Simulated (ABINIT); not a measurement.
An input for ABINIT 10.8.3 (WS2 (Tungstenite)):

```
acell 3*1.0 Angstrom
rprim 
  3.153199999992 0.000000000002 0.000000000000
  -1.576599999998 2.730751303206 0.000000000000
  0.000000000000 0.000000000000 12.323000000000
ntypat 2
znucl 74 16
natom 6
typat 1 1 2 2 2 2
xred 
  0.333333333333 0.666666666667 0.250000000000
  0.666666666667 0.333333333333 0.750000000000
  0.333333333333 0.666666666667 0.622500000000
  0.666666666667 0.333333333333 0.122500000000
  0.333333333333 0.666666666667 0.877500000000
  0.666666666667 0.333333333333 0.377500000000
pp_dirpath "pseudos"
pseudos "W.upf, S.upf"
ecut 31
ngkpt 3 3 1
nshiftk 1
shiftk 0 0 0
kptopt 1
chksymbreak 0
istwfk *1
occopt 1
irdwfk 1
optdriver 4
nband 263
gwcalctyp 0
ecutsigx 31
symsigma 1
nkptgw 2
kptgw 
  0.0000000000 0.0000000000 0.0000000000
  0.3333333333 0.3333333333 0.0000000000
bdgw 
  25 28
  25 28
ecuteps 6.7
irdscr 1
ppmodel 1
indata_prefix "in"
outdata_prefix "out"
tmpdata_prefix "tmp"
```

```sh
OMP_NUM_THREADS=1 mpirun -n 4 abinit run.abi > log
```

Q: Estimate wall time and host memory on 4 MPI ranks of Arm Neoverse V2, shared host.

It took 29 s; on shared hardware allow 14 s to 58 s. Peak host memory was 1.2 GiB.

[Paths, hosts, dates, memory and timing lines, banners, echoed tables and standing remarks are left out of the program output.]

[Logs are printed without paths, hosts, clocks, repeated set-up lines and the standing remarks that a program may print on its own settings, such as how far it seeks lower states.]

[Runs of the session that timed out or met a known fault of the program may be left out.]

[Hosts, paths, dates, database ids (printed as entryN), source tags and the programs' standing remarks are cut or masked in the printed files.]

[G0W0 gaps are taken among the corrected bands and points alone; a level outside them can change the order at an edge.]

[Where Ansatz stands beside ABINIT at settings called matched, ABINIT's density can come from a denser mesh and the files from another edition; pairs whose starting gaps differed by over 0.03 eV were left out, so agreement reads better than it is.]
